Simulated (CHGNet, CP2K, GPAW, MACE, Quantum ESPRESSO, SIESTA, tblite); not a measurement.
# Which run comes nearest? Random fcc alloy of Ir and Pd (108 atoms)

The cell holds 108 atoms: 40 Pd and 68 Ir. Its edges and angles: a = 11.574 Å, b = 11.574 Å, c = 11.574 Å, α = 90.0°, β = 90.0°, γ = 90.0°. It derives from Ir (fcc), repeated 3×3×3. Fcc Ir, 3 x 3 x 3 conventional cells, 40 of 108 Ir sites given to Pd at random (x = 0.370), lattice by Vegard's rule (a = 3.858 Å); not relaxed, displaced by a Gaussian of 0.02 Å. Then every atom was moved at random, 0.02 Å r.m.s. a Cartesian component.

Geometry: as built.

The reference, a calculation:

| Property | Result |
| --- | --- |
| method | Kohn-Sham DFT, PBE, SSSP efficiency 1.3.0 pseudopotentials, plane waves (Quantum ESPRESSO 7.5); sssp-pbe-1.3.0-efficiency, cutoffs 55/440 Ry, Γ point |
| r.m.s. force component | 0.5673 eV/Å |
| longest force | 1.846 eV/Å |
| pressure | 6.252 GPa |
| time | 81 min on 1 thread of Arm Neoverse V2, shared host |
| CPU time | 81 min |

Runs, in no order:
A. SIESTA PBE, DZP, shift 0.01 Ry, mesh 300 Ry: Kohn-Sham DFT, PBE, PseudoDojo 0.4.1 norm-conserving pseudopotentials (converted to PSML), numerical atomic orbitals (DZP), diagonalisation
B. CP2K PBE, DZVP-MOLOPT-SR, 600/60 Ry, diagonalisation: Kohn-Sham DFT, PBE, GTH-PBE pseudopotentials, Gaussian and plane waves, DZVP-MOLOPT-SR-GTH, diagonalisation
C. MACE MP-0b2 small potential: machine-learned interatomic potential MACE MP-0b2 small, trained on PBE(+U) plane-wave data
D. MACE MP-0b3 medium potential: machine-learned interatomic potential MACE MP-0b3 medium, trained on PBE(+U) plane-wave data

In doubt: a PseudoDojo file used here is known to give poor structures and forces (SIESTA), which bears on pressures, cells, forces and phonons.

Q: Order them from the smallest to the largest r.m.s. force difference.

B, A, C, D.

```tsv
run	Δ force, r.m.s. (meV/Å)	share of r.m.s. force (%)	CPU time
B. CP2K PBE, DZVP-MOLOPT-SR, 600/60 Ry, diagonalisation	39.0	6.87	46 min
A. SIESTA PBE, DZP, shift 0.01 Ry, mesh 300 Ry	131	23.1	22 min
C. MACE MP-0b2 small potential	216	38.1	6.1 s
D. MACE MP-0b3 medium potential	331	58.4	8 s
```

Machine-learned potentials mimic data converged in k, so the reference's own k-point error enters their differences. The electronic-structure runs sample only Γ, in a cell whose shortest periodic width is 12 Å, which is coarse for a cell with partly filled levels.

[Logs are printed without paths, hosts, clocks, repeated set-up lines and the standing remarks that a program may print on its own settings, such as how far it seeks lower states.]

[Hosts, paths, dates, database ids (printed as entryN), source tags and the programs' standing remarks are cut or masked in the printed files.]
